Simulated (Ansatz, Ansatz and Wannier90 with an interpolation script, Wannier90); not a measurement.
# K2LiAlF6 (Fm-3m): what limits a Wannier interpolation of GW

Aim: vary the Wannier model and the GW settings for K2LiAlF6 (Fm-3m) and see what the interpolated bands lose.

Program: Wannier90 4.0.3. Level of theory: maximally localised Wannier functions from the overlaps of LDA states (plane waves, PAW). Results are calculated unless marked as measured.

### Step 1. The starting structure

Symmetry: Fm-3m, No. 225, cubic system. The conventional cell has a = 7.842 Å, b = 7.842 Å, c = 7.842 Å, α = 90.00°, β = 90.00°, γ = 90.00°. K has 12 F at 2.78 Å nearest. Nearest to Li lie 6 F at 2.11 Å. Nearest to Al lie 6 F at 1.81 Å. Nearest to F lie 1 Al at 1.81 Å and 1 Li at 2.11 Å and 4 K at 2.78 Å. Farther neighbours and most contacts between anions are not listed.

The cell and positions come from the Crystallography Open Database and are kept as given unless a step says otherwise.

### Step 2. Wannier model on 8×8×8, by Wannier90

Localised functions give a small Hamiltonian that interpolates between mesh points at no cost.

w.win reads:

```
num_iter = 1200
conv_tol = 1.0e-8
conv_window = 5
dis_num_iter = 4000
dis_conv_tol = 1.0e-8
dis_mix_ratio = 0.7
write_hr = true
use_ws_distance = false
num_print_cycles = 50
! ansatz wannier90 interface
! projections by site (counted from 0) and shell: 3 3P, 4 2P, 5 2P, 6 2P, 7 2P, 8 2P, 9 2P, 0 4S, 1 4S, 2 2S
! states of the run's bands (counted from 1): 1-59
num_bands = 59
num_wann  = 24
dis_win_min = -1.61
dis_win_max = 20.39
dis_froz_min = -1.61
dis_froz_max = 11.86
guiding_centres = true

begin unit_cell_cart
Ang
                      0.0                    3.921                    3.921
                    3.921                      0.0                    3.921
                    3.921                    3.921                      0.0
end unit_cell_cart

begin atoms_frac
K                       0.25                     0.25                     0.25
K                       0.75                     0.75                     0.75
Li                       0.5                      0.5                      0.5
Al                       0.0                      0.0                      0.0
F                     0.7689                   0.2311                   0.2311
F                     0.2311                   0.7689                   0.2311
F                     0.2311                   0.7689                   0.7689
F                     0.7689                   0.2311                   0.7689
F                     0.2311                   0.2311                   0.7689
F                     0.7689                   0.7689                   0.2311
end atoms_frac

mp_grid = 8 8 8

[... the mesh's points ...]
```

The run is started by

```console
> OMP_NUM_THREADS=1 mpirun -n 8 wannier90.x w > wannier90.x.log
```

Numbers of over 12 decimals in the logs are rounded to 6 here.

Output:

```text
TEM
                                    ------

                              Lattice Vectors (Ang)
                    a_1     0.000000   3.921000   3.921000
                    a_2     3.921000   0.000000   3.921000
                    a_3     3.921000   3.921000   0.000000

                   Unit Cell Volume:     120.56480  (Ang^3)

                        Reciprocal-Space Vectors (Ang^-1)
                    b_1    -0.801222   0.801222   0.801222
                    b_2     0.801222  -0.801222   0.801222
                    b_3     0.801222   0.801222  -0.801222

 *----------------------------------------------------------------------------*
 |   Site       Fractional Coordinate          Cartesian Coordinate (Ang)     |
 +----------------------------------------------------------------------------+
 | k    1   0.25000   0.25000   0.25000   |    1.96050   1.96050   1.96050    |
 | k    2   0.75000   0.75000   0.75000   |    5.88150   5.88150   5.88150    |
 | li   1   0.50000   0.50000   0.50000   |    3.92100   3.92100   3.92100    |
 | al   1   0.00000   0.00000   0.00000   |    0.00000   0.00000   0.00000    |
 | f    1   0.76890   0.23110   0.23110   |    1.81229   3.92100   3.92100    |
 | f    2   0.23110   0.76890   0.23110   |    3.92100   1.81229   3.92100    |
 | f    3   0.23110   0.76890   0.76890   |    6.02971   3.92100   3.92100    |
 | f    4   0.76890   0.23110   0.76890   |    3.92100   6.02971   3.92100    |
 | f    5   0.23110   0.23110   0.76890   |    3.92100   3.92100   1.81229    |
 | f    6   0.76890   0.76890   0.23110   |    3.92100   3.92100   6.02971    |
 *----------------------------------------------------------------------------*
                                ------------
                                K-POINT GRID
                                ------------

             Grid size =  8 x  8 x  8      Total points =  512

 *---------------------------------- MAIN ------------------------------------*
 |  Number of Wannier Functions               :                24             |
 |  Number of Objective Wannier Functions     :                24             |
 |  Number of input Bloch states              :                59             |
 |  Output verbosity (1=low, 5=high)          :                 1             |
 |  Timing Level (1=low, 5=high)              :                 1             |
 |  Optimisation (0=memory, 3=speed)          :                 3             |
 |  Length Unit                               :               Ang             |
 |  Post-processing setup (write *.nnkp)      :                 F             |
 |  Using Gamma-only branch of algorithms     :                 F             |
 *----------------------------------------------------------------------------*
 *------------------------------- WANNIERISE ---------------------------------*
[...]
0     0.527E+02     0.0000000000       52.6909332382      12.26  <-- CONV
        O_D=      0.5482002 O_OD=     16.2075055 O_TOT=     52.6909332 <-- SPRD
 ------------------------------------------------------------------------------
 Cycle:      1
[...]
Sum of centres and spreads ( 82.341000, 82.341000, 82.341000 )    46.22343015

      1    -0.647E+01     1.5330245880       46.2234301535      12.31  <-- CONV
        O_D=      0.1547045 O_OD=     10.1334981 O_TOT=     46.2234302 <-- SPRD
 Delta: O_D= -0.3934957E+00 O_OD= -0.6074007E+01 O_TOT= -0.6467503E+01 <-- DLTA
 ------------------------------------------------------------------------------
 Cycle:     50
[...]
Sum of centres and spreads ( 82.341000, 82.341000, 82.341000 )    40.28566264

     50    -0.258E-03     0.0135714029       40.2856626444      14.48  <-- CONV
        O_D=      0.0350250 O_OD=      4.3154101 O_TOT=     40.2856626 <-- SPRD
 Delta: O_D= -0.1462565E-04 O_OD= -0.2436457E-03 O_TOT= -0.2582713E-03 <-- DLTA
 ------------------------------------------------------------------------------
 Cycle:    100
[...]
Sum of centres and spreads ( 82.341000, 82.341000, 82.341000 )    40.28422001

    100    -0.196E-06     0.0004145792       40.2842200120      16.73  <-- CONV
        O_D=      0.0349761 O_OD=      4.3140164 O_TOT=     40.2842200 <-- SPRD
 Delta: O_D= -0.2482960E-06 O_OD=  0.5228080E-07 O_TOT= -0.1960152E-06 <-- DLTA
 ------------------------------------------------------------------------------

             <<<     Delta < 1.000E-08  over  5 iterations     >>>
             <<< Wannierisation convergence criteria satisfied >>>

 Final State
[...]
WF centre and spread   23  (  5.881500,  5.881500,  5.881500 )     4.42221309
  WF centre and spread   24  (  3.921000,  3.921000,  3.921000 )     3.01379017
  Sum of centres and spreads ( 82.341000, 82.341000, 82.341000 )    40.28421848

         Spreads (Ang^2)       Omega I      =    35.935227495
        ================       Omega D      =     0.034975326
                               Omega OD     =     4.314015661
    Final Spread (Ang^2)       Omega Total  =    40.284218482
 ------------------------------------------------------------------------------

 Writing checkpoint file w.chk... done

 *---------------------------------------------------------------------------*
 |                               PLOTTING                                    |
 *---------------------------------------------------------------------------*

 *===========================================================================*
 |                             TIMING INFORMATION                            |
 *===========================================================================*
 |    Tag                                                Ncalls      Time (s)|
 |---------------------------------------------------------------------------|
 |kmesh: get                                        :         1         0.113|
 |overlap: read                                     :         1         7.843|
 |dis: main                                         :         1        12.558|
 |wann: main                                        :         1         5.902|
 |plot: main                                        :         1         0.496|
 *---------------------------------------------------------------------------*
 All done: wannier90 exiting
```

Wall time 29 s (8 MPI ranks of Arm Neoverse V2, shared host).

This step gave:

| Quantity | Value |
| --- | --- |
| gauge-invariant spread | 35.94 Å² |
| diagonal spread | 0.03498 Å² |
| off-diagonal spread | 4.314 Å² |
| total spread | 40.28 Å² |
| disentanglement steps | 239 |
| r.m.s. interpolation error | 0.001974 eV |
| r.m.s. error near the gap | 0.002283 eV |

Near the gap the model misses directly solved bands by 2.3 meV r.m.s. and by 45 meV at most in the window tested. This tests the starting bands, not the corrections carried with them.

### Step 3. Wannier model on 8×8×8, by the program's own minimiser

This step: maximally localised Wannier functions, LDA, plane waves, PAW.

input.yaml reads:

```yaml
crystal:
  lattice:
    - [0.0, 3.921, 3.921]
    - [3.921, 0.0, 3.921]
    - [3.921, 3.921, 0.0]
  atoms:
    - { symbol: K, position: [0.25, 0.25, 0.25] }
    - { symbol: K, position: [0.75, 0.75, 0.75] }
    - { symbol: Li, position: [0.5, 0.5, 0.5] }
    - { symbol: Al, position: [0.0, 0.0, 0.0] }
    - { symbol: F, position: [0.7689, 0.2311, 0.2311] }
    - { symbol: F, position: [0.2311, 0.7689, 0.2311] }
    - { symbol: F, position: [0.2311, 0.7689, 0.7689] }
    - { symbol: F, position: [0.7689, 0.2311, 0.7689] }
    - { symbol: F, position: [0.2311, 0.2311, 0.7689] }
    - { symbol: F, position: [0.7689, 0.7689, 0.2311] }
kpoints:
  mp_grid: { grid: [4, 4, 4] }
hamiltonian:
  xc: lda
scf:
  occupations: { method: fixed }
  n_extra_bands: 64
output:
  wannier:
    kmesh: [8, 8, 8]
    projections:
      - { species: Al, l: p, shell: 3 }
      - { species: F, l: p, shell: 2 }
      - { species: K, l: s, shell: 4 }
      - { species: Li, l: s, shell: 2 }
    minimise: true
    write_hr: true
    seedname: w
    conv_tol: 1.0e-06
    max_iter: 20000
    stability_check: false
    disentanglement:
      window: [-1.61, 20.39]
      frozen_window: [-1.61, 11.86]
      conv_tol: 1.0e-08
```

The run is started by

```console
> ansatz run input.yaml --threads 8 --pin off --max-ram 18432MiB --backend cpu --events-out ev --progress --plain --runs-dir out
```

Output:

```text
scf.n_extra_bands = 64 over 33 filled bands (N_el = 66.0): the run solves 97 bands
Engine: ansatz 0.2.0, aarch64-unknown-linux-gnu
Pseudopotentials: kind: paw
Pseudopotential: K, paw, valence charge 9, recommended cutoff 420 eV (normal), K.paw.azcp
Pseudopotential: Li, paw, valence charge 3, recommended cutoff 420 eV (normal), Li.paw.azcp
Pseudopotential: Al, paw, valence charge 3, recommended cutoff 420 eV (normal), Al.paw.azcp
Pseudopotential: F, paw, valence charge 7, recommended cutoff 420 eV (normal), F.paw.azcp
Functional definition: SPW92
  exchange = slater_x
  correlation = pw_c
Crystal: 10 atoms, lattice volume = 120.565 Å³
Basis set: ecut = 420 eV, 2397 PW (Γ)
Bands: 97, of which v1, the nominal top of the filled ones, is band 33 counted from 1 (32 counted from 0)
Symmetry: 48 space group operations
Space group: Fm-3m (ITA 225), of the structure as read, at distance tolerance 4.9e-5 Å
k-points: 8 of 64
Non-local potential: K, projectors of the file, l = 0: 3, l = 1: 2, l = 2: 2
Non-local potential: Li, projectors of the file, l = 0: 3, l = 1: 2, l = 2: 1
Non-local potential: Al, projectors of the file, l = 0: 2, l = 1: 2, l = 2: 1
Non-local potential: F, projectors of the file, l = 0: 2, l = 1: 2, l = 2: 1
PAW form: soft (Blöchl's): semilocal exchange-correlation on the pseudo side does not see the compensation charge
PAW frozen core: K, regenerated for the run's functional, and the local potential with it (the file was generated under x = pbe(κ = 0.804, μ = 0.219515), c = pbe(β = 0.066725))
[...]
SCF 1 converged in 6 iterations: F = -8485.813846 eV  dr2 = 1.47e-8
[...]
NSCF: frozen V_eff on 32 k-points
the Wannier pass solved 32 of the 512 points of its mesh, and has the states at the others by symmetry: states obtained by the crystal's operations at points that were solved too leave a residual of 5.06e-13 eV (read by the count's bands and the next), within 5.56e-6 eV
SCF converged after 6 iterations
Free energy (F): -8485.813846 eV
Harris-Foulkes:  -8485.813846 eV  (|F-HF|=1.09e-8)
Internal energy: -8485.813846 eV  (E = F + TS)
E sigma→0 (E₀):  -8485.813846 eV
Fermi energy:    1.919562 eV
--- Per-component energies (eV) ---
  E_band       = -451.334163
  E_kinetic    = 1794.870937
  E_local      = -4388.430964  (includes V_loc(G=0)·N_el)
  E_nonlocal   = 461.704450
  E_hartree    = 1571.319237
  E_xc         = -788.597803
  E_vxc        = -982.200815  (∫ρ·V_xc dr)
  E_paw        = -3073.354018  (= ΣΔE_a)
  E_vpaw       = -479.928057  (= ΣTr[D̂ρ^β])
  E_aug_tail   = 0.012125  (compensation charges beyond the density's cutoff)
  E_ewald      = -4064.588036
  E_core_change = 1.250227  (= ΣΔE_core)
  E_smearing   = -0.000000  (= −TS)
  E_closure    = 0.000000  (closes the sum)
  Σ components = -8485.813846   (vs F -8485.813846, Δ=0.00e0)
--- Band table (eV; the first three rows and the last of 8) ---
  k-point 0: bands = [... 29 lower, 1.4828, 1.9196, 1.9196, 1.9196, 9.4561, 11.9247, 11.9247, 12.1821, ... 60 higher]
  k-point 1: bands = [... 29 lower, 1.4424, 1.7738, 1.7738, 1.8337, 10.1899, 12.3203, 12.3748, 12.3748, ... 60 higher]
  k-point 2: bands = [... 29 lower, 1.4089, 1.6528, 1.6528, 1.7135, 11.4420, 11.8787, 13.0508, 13.0508, ... 60 higher]
  k-point 7: bands = [... 29 lower, 1.2152, 1.3314, 1.6689, 1.6689, 12.6610, 12.6610, 12.8263, 12.8960, ... 60 higher]
Wannier search: line search 1 of at most 20000: gauge-dependent spread (as the search counts it) 10.2850185 Å², largest recent change 6.5e0 Å² against conv_tol 1.0e-6 Å², 0 stops escaped
```

The job ended after 22 s (8 threads; peak memory 2.6 GiB; 1.8 min of CPU time).

This step gave:

```
gauge-invariant spread     : 35.94 Å²
diagonal spread            : 0.03502 Å²
off-diagonal spread        : 4.313 Å²
total spread               : 40.28 Å²
least projectability       : 0.01596
localisation steps         : 93
disentanglement steps      : 250
r.m.s. interpolation error : 0.001975 eV
r.m.s. error near the gap  : 0.002284 eV
```

Near the gap the model misses directly solved bands by 2.3 meV r.m.s. and by 45 meV at most in the window tested. This tests the starting bands, not the corrections carried with them.

Frozen up to 9.94 eV; above it the model need not follow the bands. Electronic bands along the path, in eV, zero at the valence-band top; v1 is the highest filled band, c1 the lowest empty one:

| point | v4 | v3 | v2 | v1 | c1 | c2 | c3 | c4 |
| --- | --- | --- | --- | --- | --- | --- | --- | --- |
| Γ | -0.44 | 0.00 | 0.00 | 0.00 | 7.54 | 13.53 | 13.96 | 13.96 |
| halfway | -0.56 | -0.26 | -0.26 | -0.01 | 8.51 | 13.03 | 13.66 | 13.79 |
| X | -0.67 | -0.58 | -0.58 | -0.02 | 10.42 | 11.29 | 13.22 | 13.33 |
| halfway | -0.66 | -0.56 | -0.53 | -0.05 | 10.60 | 11.28 | 12.56 | 13.28 |
| U | -0.62 | -0.50 | -0.43 | -0.13 | 11.02 | 11.06 | 11.90 | 13.44 |
| jump to K | -0.62 | -0.50 | -0.43 | -0.13 | 11.02 | 11.06 | 11.90 | 13.44 |
| halfway | -0.48 | -0.21 | -0.21 | -0.11 | 8.59 | 12.76 | 12.86 | 13.83 |
| Γ | -0.44 | 0.00 | 0.00 | 0.00 | 7.54 | 13.53 | 13.96 | 13.96 |
| halfway | -0.48 | -0.15 | -0.15 | -0.09 | 8.27 | 12.50 | 13.73 | 14.21 |
| L | -0.51 | -0.27 | -0.27 | -0.21 | 9.52 | 10.19 | 13.85 | 14.31 |
| halfway | -0.59 | -0.41 | -0.26 | -0.23 | 10.09 | 10.75 | 12.87 | 13.61 |
| W | -0.70 | -0.59 | -0.25 | -0.25 | 11.40 | 11.53 | 11.53 | 12.61 |
| halfway | -0.68 | -0.58 | -0.46 | -0.08 | 10.73 | 11.33 | 12.44 | 12.88 |
| X | -0.67 | -0.58 | -0.58 | -0.02 | 10.42 | 11.29 | 13.22 | 13.33 |

The same for Kohn-Sham, solved directly:

```
point     v4     v3     v2     v1     c1     c2     c3     c4
    Γ  -0.44   0.00   0.00   0.00   7.54  10.01  10.01  10.26
    X  -0.67  -0.58  -0.58  -0.02  10.10  10.76  11.07  11.13
    U  -0.62  -0.50  -0.43  -0.13  10.42  10.60  10.86  11.36
    K  -0.62  -0.50  -0.43  -0.13  10.42  10.60  10.86  11.36
    Γ  -0.44   0.00   0.00   0.00   7.54  10.01  10.01  10.26
    L  -0.51  -0.27  -0.27  -0.21   9.52   9.96  11.13  11.13
    W  -0.70  -0.59  -0.25  -0.25  10.74  10.74  10.91  10.98
    X  -0.67  -0.58  -0.58  -0.02  10.10  10.76  11.07  11.13
```

[end of part 1 of 2]

[Paths, hosts, dates, memory and timing lines, banners, echoed tables and standing remarks are left out of the program output.]

[Logs are printed without paths, hosts, clocks, repeated set-up lines and the standing remarks that a program may print on its own settings, such as how far it seeks lower states.]

[Runs of the session that timed out or met a known fault of the program may be left out.]

[Hosts, paths, dates, database ids (printed as entryN), source tags and the programs' standing remarks are cut or masked in the printed files.]
